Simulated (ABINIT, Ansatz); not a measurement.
An input for ABINIT 10.8.3 (Selenium (P3_121, 3 atoms a cell)):

```
acell 3*1.0 Angstrom
rprim 
  4.366199999998 0.000000000000 0.000000000000
  -2.183099999999 3.781240118002 0.000000000000
  0.000000000000 0.000000000000 4.953600000000
ntypat 1
znucl 34
natom 3
typat 1 1 1
xred 
  0.225400000000 0.000000000000 0.333333333333
  0.000000000000 0.225400000000 0.666666666667
  0.774600000000 0.774600000000 -0.000000000000
pp_dirpath "pseudos"
pseudos "Se.upf"
ecut 48
ngkpt 3 3 2
nshiftk 1
shiftk 0 0 0
kptopt 1
chksymbreak 0
istwfk *1
occopt 1
irdwfk 1
optdriver 3
nband 189
ecuteps 5.2
inclvkb 2
awtr 1
symchi 1
indata_prefix "in"
outdata_prefix "out"
tmpdata_prefix "tmp"
```

```sh
OMP_NUM_THREADS=1 mpirun -n 16 abinit run.abi > log
```

Q: Estimate wall time and host memory on 16 MPI ranks of Arm Neoverse V1, shared host.

It took 38 s; on shared hardware allow 19 s to 77 s. Peak host memory was 5.2 GiB.

[Paths, hosts, dates, memory and timing lines, banners, echoed tables and standing remarks are left out of the program output.]

[Logs are printed without paths, hosts, clocks, repeated set-up lines and the standing remarks that a program may print on its own settings, such as how far it seeks lower states.]

[Runs of the session that timed out or met a known fault of the program may be left out.]

[Hosts, paths, dates, database ids (printed as entryN), source tags and the programs' standing remarks are cut or masked in the printed files.]

[G0W0 gaps are taken among the corrected bands and points alone; a level outside them can change the order at an edge.]

[Where Ansatz stands beside ABINIT at settings called matched, ABINIT's density can come from a denser mesh and the files from another edition; pairs whose starting gaps differed by over 0.03 eV were left out, so agreement reads better than it is.]
